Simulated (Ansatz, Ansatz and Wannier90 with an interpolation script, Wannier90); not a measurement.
Rows from a G0W0 calculation on GaP (F-43m) (Ansatz 0.2.0; G0W0 on LDA, plane waves, PAW; 8×8×8 mesh, 186 empty bands, screening to 160 eV), in eV. Spin-orbit coupling is left out.

```tsv
row	k	band	start	Σx	Σc at the solution	Vxc
A	Γ	c1	8.450	-11.071	-4.149	-15.733
B	Γ	c2	10.627	-7.556	-4.474	-12.405
C	(0.000, -0.500, -0.500)	c1	8.338	-6.990	-3.807	-10.995
D	(0.000, -0.500, -0.500)	c2	8.519	-7.979	-3.936	-12.225
E	(0.000, -0.500, -0.500)	v1	4.132	-15.936	2.015	-13.405
F	Γ	v1	6.841	-17.009	0.964	-15.599
```

Q: Give the quasiparticle energies and the shift of each level.

The quasiparticle equation reads E = start + Σx + Σc(E) − Vxc.

```tsv
row	E (eV)	shift (eV)
A	8.963	+0.514
B	11.002	+0.375
C	8.537	+0.198
D	8.830	+0.311
E	3.616	−0.516
F	6.395	−0.447
```

Limits: not at the basis limit; no spin-orbit coupling.

[Paths, hosts, dates, memory and timing lines, banners, echoed tables and standing remarks are left out of the program output.]

[Logs are printed without paths, hosts, clocks, repeated set-up lines and the standing remarks that a program may print on its own settings, such as how far it seeks lower states.]

[Runs of the session that timed out or met a known fault of the program may be left out.]

[Hosts, paths, dates, database ids (printed as entryN), source tags and the programs' standing remarks are cut or masked in the printed files.]
